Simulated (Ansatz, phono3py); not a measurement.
# Heat carried by phonons in LiH (Fm-3m), part 3 of 4

Aim: the lattice thermal conductivity of LiH against temperature, and which phonons carry it.

Experimental results on record:
- thermal conductivity 15 W/m/K near room temperature (given in “Combining the AFLOW GIBBS and Elastic Libraries to efficiently and robustly screen thermo-mechanical properties of solids”, 2017, arXiv:1611.05714)
- thermal conductivity 15 W/m/K near room temperature (given in “Predicting the lattice thermal conductivity of solids by solving the Boltzmann transport equation: AFLOW - AAPL an automated, accurate and efficient framework”, 2017, arXiv:1611.05481)

Ansatz 0.2.0; DFT LDA, scalar-relativistic, plane waves, PAW.

So far. Step 2 (A first coarse run): The start is under -4.1 GPa at this level and looks like an insulator or semiconductor on this mesh. Step 5 (Tight relaxation): The residual pressure is -5.6e-4 GPa, small enough for phonons. The relaxed cell has a = 3.909 Å (conventional setting).

The database entry behind the starting cell differs from later determinations by our own check (the deuteride, about 0.2 % short), so it need not match the best structure at ambient conditions.

## 7. Anharmonic force constants and conductivity

Pairs of atoms inside the cutoff are displaced in a supercell, the forces give the cubic constants, and these give the three-phonon rates of the Boltzmann equation.

The input, input.yaml:

```yaml
crystal:
  lattice:
    - [0.0, 1.9544987982, 1.9544987982]
    - [1.9544987982, 0.0, 1.9544987982]
    - [1.9544987982, 1.9544987982, 0.0]
  atoms:
    - { symbol: Li, position: [0.0, 0.0, 0.0] }
    - { symbol: H, position: [0.5, 0.5, 0.5] }
kpoints:
  mp_grid: { grid: [10, 10, 10] }
hamiltonian:
  xc: lda
scf:
  occupations: { method: fixed }
  lower_state_search: "off"
output:
  eigenvalues: true
phonons:
  method: fd
  dielectric: true
  supercell: [5, 5, 5]
  temperatures: { t_max: 1000, t_step: 50 }
  qpath:
    path:
      - [[0.0, 0.0, 0.0], [0.5, 0.0, 0.5], [0.625, 0.25, 0.625]]
      - [[0.375, 0.375, 0.75], [0.0, 0.0, 0.0], [0.5, 0.5, 0.5], [0.5, 0.25, 0.75], [0.5, 0.0, 0.5]]
    npoints: 10
  third_order: { supercell: [5, 5, 5], pair_cutoff: 4.52 }
  lattice_thermal_conductivity:
    qmesh: [27, 27, 27]
    temperatures: [100.0, 150.0, 200.0, 300.0, 400.0, 500.0]
    isotope_mass_variance:
      - { species: H, variance: 0.0001146 }
      - { species: Li, variance: 0.001459 }
    solution: relaxation_time
```

The run is started by

```
$ ansatz run input.yaml --threads 16 --pin off --max-ram 30720MiB --backend cpu --events-out ev --progress --plain --runs-dir out
```

The log of the run:

```text
[...]
Crystal: 250 atoms, lattice volume = 1866.578 Å³
Basis set: ecut = 420 eV, 36325 PW (Γ)
Bands: 500, of which v1, the nominal top of the filled ones, is band 250 counted from 1 (249 counted from 0)
Symmetry: 6000 space group operations
k-points: 3 of 8
[...]
SCF iter   1: F=—  HF=-27276.806079 eV  |F-HF|=—  |Δ(HF+E_count)|=         —  Δρ=1.66e-8  dr2=2.39e-12  ethr=1.00e-12  ⟨swp⟩=3.0  Hψ=3203  notcnv=0
[...]
SCF iter   2: F=-27276.806079 eV  HF=-27276.806079 eV  |F-HF|=2.91e-11  |Δ(HF+E_count)|=  5.09e-11  Δρ=7.63e-9  dr2=4.77e-13  ethr=1.00e-12  ⟨swp⟩=2.0  Hψ=1887  notcnv=0
SCF 1 converged in 2 iterations: F = -27276.806079 eV  dr2 = 4.77e-13
[...]
Crystal: 2 atoms, lattice volume = 14.933 Å³
Basis set: ecut = 420 eV, 283 PW (Γ), exchange–correlation on 40×40×40 points (8 copies of the dense FFT grid, shifted against one another)
Bands: 6, of which v1, the nominal top of the filled ones, is band 2 counted from 1 (1 counted from 0)
Symmetry: 48 space group operations
k-points: 102 of 1000 (irreducible under 8 space group operations, time reversal used)
[...]
SCF iter   3: F=-218.214449 eV  HF=-218.214449 eV  |F-HF|=8.53e-14  |Δ(HF+E_count)|=    0.00e0  Δρ=2.75e-8  dr2=9.55e-14  ethr=1.00e-12  ⟨swp⟩=1.0  Hψ=1530  notcnv=0
SCF 2 converged in 3 iterations: F = -218.214449 eV  dr2 = 9.55e-14
[...]
NSCF: frozen V_eff on 2 k-points
[...]
Bands: 3, of which v1, the nominal top of the filled ones, is band 2 counted from 1 (1 counted from 0)
k-points: 280 of 2744 (irreducible under 12 space group operations)
[...]
Eigensolver: Dense (280 Hₖ)
SCF iter   1: F=—  HF=-218.215057 eV  |F-HF|=—  |Δ(HF+E_count)|=         —  Δρ=3.06e-4  dr2=1.66e-6  ethr=1.00e-1
[...]
SCF iter   3: F=-218.215060 eV  HF=-218.215060 eV  |F-HF|=1.01e-10  |Δ(HF+E_count)|=   5.99e-7  Δρ=2.08e-6  dr2=9.03e-11  ethr=1.04e-8
SCF 1 converged in 3 iterations: F = -218.215060 eV  dr2 = 9.03e-11
[...]
Symmetry: 8 space group operations
k-points: 4 of 8
[...]
SCF iter   6: F=-27276.806068 eV  HF=-27276.806068 eV  |F-HF|=1.09e-11  |Δ(HF+E_count)|=  3.64e-12  Δρ=4.12e-9  dr2=3.13e-13  ethr=1.00e-12  ⟨swp⟩=7.0  Hψ=5014  notcnv=0
SCF 2 converged in 6 iterations: F = -27276.806068 eV  dr2 = 3.13e-13
[...]
Symmetry: 4 space group operations
k-points: 5 of 8
[...]
SCF iter   6: F=-27276.806069 eV  HF=-27276.806069 eV  |F-HF|=1.09e-11  |Δ(HF+E_count)|=  7.28e-12  Δρ=9.20e-9  dr2=1.45e-12  ethr=1.00e-12  ⟨swp⟩=7.2  Hψ=6552  notcnv=0
SCF 3 converged in 6 iterations: F = -27276.806069 eV  dr2 = 1.45e-12
[...]
SCF iter   3: F=-27276.806079 eV  HF=-27276.806079 eV  |F-HF|=7.28e-12  |Δ(HF+E_count)|=    0.00e0  Δρ=9.70e-9  dr2=1.10e-12  ethr=1.00e-12  ⟨swp⟩=1.0  Hψ=2531  notcnv=0
SCF 4 converged in 3 iterations: F = -27276.806079 eV  dr2 = 1.10e-12
[...]
SCF iter   6: F=-27276.804436 eV  HF=-27276.804436 eV  |F-HF|=4.37e-11  |Δ(HF+E_count)|=  5.42e-10  Δρ=5.54e-8  dr2=8.99e-11  ethr=1.00e-12  ⟨swp⟩=5.2  Hψ=3911  notcnv=0
SCF 5 converged in 6 iterations: F = -27276.804436 eV  dr2 = 8.99e-11
[...]
SCF iter   6: F=-27276.799485 eV  HF=-27276.799485 eV  |F-HF|=1.31e-10  |Δ(HF+E_count)|=   2.42e-9  Δρ=1.23e-7  dr2=3.67e-10  ethr=1.00e-12  ⟨swp⟩=5.2  Hψ=6266  notcnv=0
SCF 6 converged in 6 iterations: F = -27276.799485 eV  dr2 = 3.67e-10
[...]
SCF iter   6: F=-27276.802794 eV  HF=-27276.802794 eV  |F-HF|=6.18e-11  |Δ(HF+E_count)|=   1.14e-9  Δρ=8.24e-8  dr2=1.75e-10  ethr=1.00e-12  ⟨swp⟩=5.6  Hψ=5611  notcnv=0
SCF 7 converged in 6 iterations: F = -27276.802794 eV  dr2 = 1.75e-10
[...]
Symmetry: 2 space group operations
k-points: 6 of 8
[...]
SCF iter   6: F=-27276.803058 eV  HF=-27276.803058 eV  |F-HF|=1.20e-10  |Δ(HF+E_count)|=  4.73e-11  Δρ=1.34e-7  dr2=3.89e-10  ethr=1.00e-12  ⟨swp⟩=5.5  Hψ=6750  notcnv=0
SCF 8 converged in 6 iterations: F = -27276.803058 eV  dr2 = 3.89e-10
Symmetry: 1 space group operations
k-points: 8
[...]
SCF iter   1: F=—  HF=-27276.803865 eV  |F-HF|=—  |Δ(HF+E_count)|=         —  Δρ=2.99e-4  dr2=1.96e-3  ethr=4.20e-7  ⟨swp⟩=12.0  Hψ=22039  notcnv=0  defer=1977
[...]
atom 199  Li     0.00000000    -0.00000000    -0.00000000
  atom 200  H      0.00000000    -0.00000000     0.00000000
  atom 201  Li     0.00000000    -0.00000000    -0.00000000
  atom 202  H      0.00000000     0.00000000     0.00000000
  atom 203  Li     0.00000000    -0.00000000    -0.00000000
  atom 204  H      0.00000000     0.00000000     0.00000000
  atom 205  Li     0.00000000    -0.00000000    -0.00000000
  atom 206  H      0.00000000     0.00000000     0.00000000
  atom 207  Li     0.00000000    -0.00000000     0.00000000
  atom 208  H      0.00000000    -0.00000000     0.00000000
  atom 209  Li     0.00000000    -0.00000000    -0.00000000
  atom 210  H      0.00000000    -0.00000000    -0.00000000
  atom 211  Li     0.00000000     0.00000000    -0.00000000
  atom 212  H      0.00000000    -0.00000000    -0.00000000
  atom 213  Li    -0.00000000     0.00000000    -0.00000000
  atom 214  H      0.00000000    -0.00000000    -0.00000000
  atom 215  Li     0.00000000     0.00000000    -0.00000000
  atom 216  H      0.00000000    -0.00000000     0.00000000
  atom 217  Li     0.00000000    -0.00000000    -0.00000000
  atom 218  H      0.00000000     0.00000000     0.00000000
  atom 219  Li     0.00000000    -0.00000000    -0.00000000
  atom 220  H      0.00000000    -0.00000000     0.00000000
  atom 221  Li     0.00000000     0.00000000     0.00000000
  atom 222  H      0.00000000    -0.00000000    -0.00000000
  atom 223  Li     0.00000000    -0.00000000     0.00000000
  atom 224  H      0.00000000    -0.00000000    -0.00000000
  atom 225  Li     0.00000000    -0.00000000     0.00000000
  atom 226  H      0.00000000    -0.00000000    -0.00000000
  atom 227  Li     0.00000000    -0.00000000     0.00000000
  atom 228  H      0.00000000     0.00000000    -0.00000000
  atom 229  Li     0.00000000    -0.00000000     0.00000000
  atom 230  H      0.00000000    -0.00000000     0.00000000
  atom 231  Li     0.00000000    -0.00000000     0.00000000
  atom 232  H      0.00000000    -0.00000000    -0.00000000
  atom 233  Li     0.00000000    -0.00000000     0.00000000
  atom 234  H      0.00000000    -0.00000000    -0.00000000
  atom 235  Li     0.00000000    -0.00000000     0.00000000
  atom 236  H      0.00000000    -0.00000000    -0.00000000
  atom 237  Li     0.00000000     0.00000000     0.00000000
  atom 238  H      0.00000000    -0.00000000     0.00000000
  atom 239  Li     0.00000000     0.00000000     0.00000000
  atom 240  H      0.00000000    -0.00000000    -0.00000000
  atom 241  Li     0.00000000    -0.00000000     0.00000000
  atom 242  H      0.00000000    -0.00000000    -0.00000000
  atom 243  Li     0.00000000    -0.00000000    -0.00000000
  atom 244  H      0.00000000    -0.00000000    -0.00000000
  atom 245  Li     0.00000000    -0.00000000    -0.00000000
  atom 246  H      0.00000000    -0.00000000    -0.00000000
  atom 247  Li     0.00000000    -0.00000000    -0.00000000
  atom 248  H      0.00000000    -0.00000000    -0.00000000
  atom 249  Li     0.00000000    -0.00000000     0.00000000
  atom 250  H      0.00000000    -0.00000000    -0.00000000
  max |Σ_I F_I| component: 9.61e-27 eV/Å
--- Band table (eV) ---
  k-point 0: bands = [... 246 lower, 0.7833, 0.7833, 0.7833, 0.7833, 4.4547, 4.4547, 4.4547, 4.4547, ... 246 higher]
  k-point 1: bands = [... 246 lower, 0.5040, 0.5040, 0.5040, 0.5040, 4.6082, 4.6082, 4.6082, 4.6082, ... 246 higher]
  k-point 2: bands = [... 246 lower, 1.0344, 1.0344, 1.0344, 1.1426, 3.6823, 4.0685, 4.0685, 4.0685, ... 246 higher]
--- Phonons: 2 displaced members + reference (amplitude 0.0025 Å, Σ member SCF iterations 12) ---
  symmetry images taken by strict's conditions (phonons.symmetry_images: auto; settled by no image being taken that strict refuses)
  ASR residual: 5.275e-5 → 0.000e0 eV/Å²; symmetrization residual: 1.333e-5 eV/Å²
  largest component of a force at the reference: 5.3e-28 eV/Å
  ASR residual per site (eV/Å²): 3.92e-6 5.27e-5
  Γ frequencies (cm⁻¹): 0.00 0.00 0.00 647.92 647.92 647.92
  Unit cell's response to a homogeneous field: 3 representative field directions (Σ response iterations 9)
  ε∞ (high-frequency dielectric tensor):
        4.980596    -0.000000    -0.000000
       -0.000000     4.980596     0.000000
       -0.000000     0.000000     4.980596
  ε⁰ (static dielectric tensor): not given — the deck does not say what the cell's rigid motions are, and on a molecule in a box or a wire the rigid rotations would enter the sum over the modes at Γ. For a crystal or a slab, whose only rigid motions are the translations, set phonons.rigid_motions: translations.
  Born effective charges Z* (e; rows j = field, columns β = displacement):
    site 0:
         1.02453   -0.00000    0.00000
         0.00000    1.02453    0.00000
        -0.00000   -0.00000    1.02453
    site 1:
        -1.02453    0.00000   -0.00000
        -0.00000   -1.02453   -0.00000
         0.00000    0.00000   -1.02453
  Z* charge neutrality: 1.568e-4 e pre-enforcement
  solved inside a basis spanned on the 10×10×10 k-mesh, on 14×14×14 k-points, its susceptibility summed on 16×16×16: ε∞ is read to err by 2.0e-2, Z* by 7.1e-3 e; Z* is corrected for what the basis lacks
  optical modes at Γ without the LO–TO term, one row a degenerate level:
      ω (cm⁻¹)  modes    IR ((D/Å)²/amu)
        647.92      3            82.5412
  optical modes at Γ + LO–TO along q̂ = [1.0000, 0.0000, 0.0000]:
      ω (cm⁻¹)  modes    IR ((D/Å)²/amu)
        647.92      2            55.0275
       1099.47      1            27.5137
  optical modes at Γ + LO–TO along q̂ = [0.0000, 1.0000, 0.0000]:
      ω (cm⁻¹)  modes    IR ((D/Å)²/amu)
        647.92      2            55.0275
       1099.47      1            27.5137
  optical modes at Γ + LO–TO along q̂ = [0.0000, 0.0000, 1.0000]:
      ω (cm⁻¹)  modes    IR ((D/Å)²/amu)
        647.92      2            55.0275
       1099.47      1            27.5137
  density of states and harmonic sums: on the 30×30×30 q-mesh, interpolated from the force constants of a 5×5×5 supercell (with the dipole–dipole term)
  largest difference from the sums on the solved wave vectors: F 4.21e-3 eV, S 6.35e-6 and C_V 2.01e-6 eV/K
  zero-point energy: 0.235261 eV/cell   skipped modes (ω ≤ 0): 3   left out of the sums: 1.85e-5 of the cell's modes: C_V's classical limit lies that fraction below 3 k_B per atom; for a crystal, a wire or a layer, F and S can be off by more, and a phonons.interpolated_qmesh denser along its periods is the remedy for the sampling
--- Third-order force constants: 203 member SCFs in a 5×5×5 supercell (pair cutoff 4.520 Å, amplitude 0.03 Å, SCF threshold 1.00e-9 eV, Σ member SCF iterations 1218) ---
[...]
2918 force-constant blocks with the first atom in the home cell, fitted with 304 parameters over 36 symmetry orbits; no atom triplet left out
  sum-rule residual: 9.071e-2 → 2.631e-15 eV/Å³; symmetrization residual: 8.378e-3 eV/Å³; largest sum-rule correction relative to its orbit: 2.754e-1, on the orbit of the block of home site 0 with site 1 of cell (-2, -1, 0) and site 1 of cell (-2, -1, 0), whose norm before the correction was 7.939e-2 eV/Å³
--- Lattice thermal conductivity: 27×27×27 mesh (560 irreducible points), tetrahedron method ---
  three-phonon and isotope scattering only; four-phonon, boundary and, in a metal, phonon-electron scattering are left out
  each conductivity is what the modes' populations carry and what the coherences between them add
  conductivity (a third of the tensor's trace), W/(m K), in the relaxation-time approximation:
       T (K)   relaxation time
      100.00          149.8640
      150.00           73.7847
      200.00           52.0238
      300.00           32.8556
      400.00           24.0655
      500.00           19.1875
```

It took 87 min on 16 threads of Arm Neoverse V2, shared host; peak memory 16 GiB.

This step gave:

```
Γ frequencies                              : 0, 0, 0, 647.9, 647.9, 647.9 cm⁻¹ (negative: imaginary)
lowest frequency on the path               : 0 cm⁻¹
zero-point energy                          : 0.2353 eV/cell
point group                                : m-3m
highest frequency                          : 1107 cm⁻¹
Debye temperature from the second moment   : 1299 K
κ at 300 K (relaxation time)               : 32.86 W/m/K
dipole term                                : run
mean free path at half of κ                : 31.3 nm
share of κ above the three lowest branches : 0.029
third-order blocks                         : 2918
periodic aliases dropped                   : 0
largest relative sum-rule correction       : 0.2754
displaced cells, third order               : 203
```

LO-TO term included. Phonon branches along the path, in cm⁻¹:

```tsv
point	branch 1	branch 2	branch 3	branch 4	branch 5	branch 6
Γ	0	0	0	648	648	1100
halfway	259	259	363	764	764	1073
X	336	336	452	857	857	1050
halfway	336	359	445	858	891	1036
U	331	410	424	858	957	997
jump to K	331	410	424	858	957	997
halfway	243	283	406	793	813	1085
Γ	0	0	0	648	648	1100
halfway	220	220	372	784	784	1103
L	298	298	538	830	830	1072
halfway	320	354	485	854	901	1039
W	373	402	402	912	958	958
halfway	356	358	438	889	889	1023
X	336	336	452	857	857	1050
```

The phonon branches as a text plot (rows in cm⁻¹):

```
   1084 |********              **********************
   1038 |        ********   ***                      ***      ***
    992 |                ***                            *  ***
    946 |                ****                           ****
    899 |              **    **                      **********
    853 |         **************                  ******       **
    807 |       **             ***          ******
    761 |      *                 ***       *
    715 |   ***                   ***     *
    669 |***                        ******
    623 |
    577 |
    530 |                                      ******
    484 |                                     *      ***
    438 |        ***************             *          *   *****
    392 |       *       *****   *           *          ******
    346 |      *  ********** **  *                   *****  *****
    300 |    ** **          ***** **       *   ********
    254 |   *  *               ***        *  **
    208 |    **                  ****      **
    161 |  **                     **     **
    115 |  *                        **   *
     69 | *                          *  *
     23 |*                            **
         Γ           X  U|K            Γ         L        W     X
```

Lattice thermal conductivity, RTA xx against temperature:

```tsv
temperature (K)	lattice thermal conductivity, RTA xx (W/m/K)
100	150
150	73.8
200	52.0
300	32.9
400	24.1
500	19.2
```

The modes has structure finer than the step of the table below, so its rows give means over 50 cm⁻¹, whole bins alone (the curve runs from -10 to 1150 cm⁻¹). Peaks (cm⁻¹: height): H 850.9: 0.0207, 1055.2: 0.0119; Li 325.6: 0.0199, 442.3: 0.0147.

Phonopy on the run's constants, 21x21x21 mesh, Gaussian sigma 8.3 cm⁻¹. Table of modes by wavenumber; means over each step; values in 1/cm⁻¹/cell:

```tsv
wavenumber (cm⁻¹)	H	Li
50	9.4e-6	7.1e-5
100	3.8e-5	3.3e-4
150	8.5e-5	9.1e-4
200	1.4e-4	0.00212
250	2.0e-4	0.00512
300	2.0e-4	0.0151
350	1.5e-4	0.0143
400	1.1e-4	0.00639
450	1.2e-4	0.0108
500	3.3e-5	0.00351
550	4.9e-7	3.3e-4
600	0	0
650	1.8e-4	2.1e-5
700	0.00101	9.4e-5
750	0.00261	1.5e-4
800	0.00706	1.9e-4
850	0.0177	1.4e-4
900	0.00791	3.3e-5
950	0.00308	4.9e-6
1000	0.00414	4.1e-6
1050	0.0104	1.3e-4
1100	0.00480	3.1e-4
```

Distinct triplets, nearest first. Third order norms, by row:

```tsv
sites	side 1 (Å)	side 2 (Å)	side 3 (Å)	norm of the 27 components (eV/Å³)
Li-Li-Li	0	0	0	0
H-H-H	0	0	0	0
Li-H-H	0	1.95	1.95	4.939
Li-H-Li	0	1.95	1.95	5.136
Li-H-H	1.95	1.95	2.76	0.2
Li-H-Li	1.95	1.95	2.76	0.325
Li-Li-Li	0	2.76	2.76	1.511
Li-Li-Li	2.76	2.76	2.76	0.053
H-H-H	0	2.76	2.76	0.42
H-H-H	2.76	2.76	2.76	0.163
Li-H-H	1.95	2.76	3.39	0.124
Li-H-Li	1.95	2.76	3.39	0.042
Li-H-H	0	3.39	3.39	0.139
Li-H-Li	0	3.39	3.39	0.281
Li-H-Li	1.95	1.95	3.91	0.176
Li-H-H	1.95	1.95	3.91	0.138
Li-Li-Li	2.76	2.76	3.91	0.055
H-H-H	2.76	2.76	3.91	0.066
Li-H-H	3.39	3.39	3.91	0.013
Li-H-Li	3.39	3.39	3.91	0.027
Li-Li-Li	0	3.91	3.91	0.175
H-H-H	0	3.91	3.91	0.115
Li-H-H	1.95	2.76	4.37	0.075
Li-H-Li	1.95	2.76	4.37	0.043
Li-H-H	2.76	3.39	4.37	0.034
Li-H-Li	2.76	3.39	4.37	0.021
Li-H-Li	1.95	3.91	4.37	0.028
Li-H-H	1.95	3.91	4.37	0.022
Li-H-H	0	4.37	4.37	0.092
Li-H-H	2.76	4.37	4.37	0.034
```

Born charge (rows field, columns displacement) (e), principal values of the symmetric part by kind of site:

```tsv
atom	atoms with these values	low	middle	high	mean
Li1	1	1.02	1.02	1.02	1.02
H2	1	-1.02	-1.02	-1.02	-1.02
```

In full for Li1:

```
1.02 0.00 0.00
0.00 1.02 0.00
0.00 0.00 1.02
```

RTA, 300 K. Kappa by branch, by row:

```tsv
branch (by rank)	mean frequency (THz)	mean rms speed (km/s)	median lifetime (ps)	share of kappa
1	8.84	2.42	1.96	0.192
2	9.65	3.25	2.1	0.433
3	13.03	3.42	0.71	0.346
4	24.91	2.29	0.205	0.005
5	25.82	3.57	0.351	0.02
6	31.52	1.98	0.0613	0.004
```

(Continued in part 4 of 4.)

[Logs are printed without paths, hosts, clocks, repeated set-up lines and the standing remarks that a program may print on its own settings, such as how far it seeks lower states.]

[Hosts, paths, dates, database ids (printed as entryN), source tags and the programs' standing remarks are cut or masked in the printed files.]

[A step with changed settings may run another functional than the one named; its input shows which.]
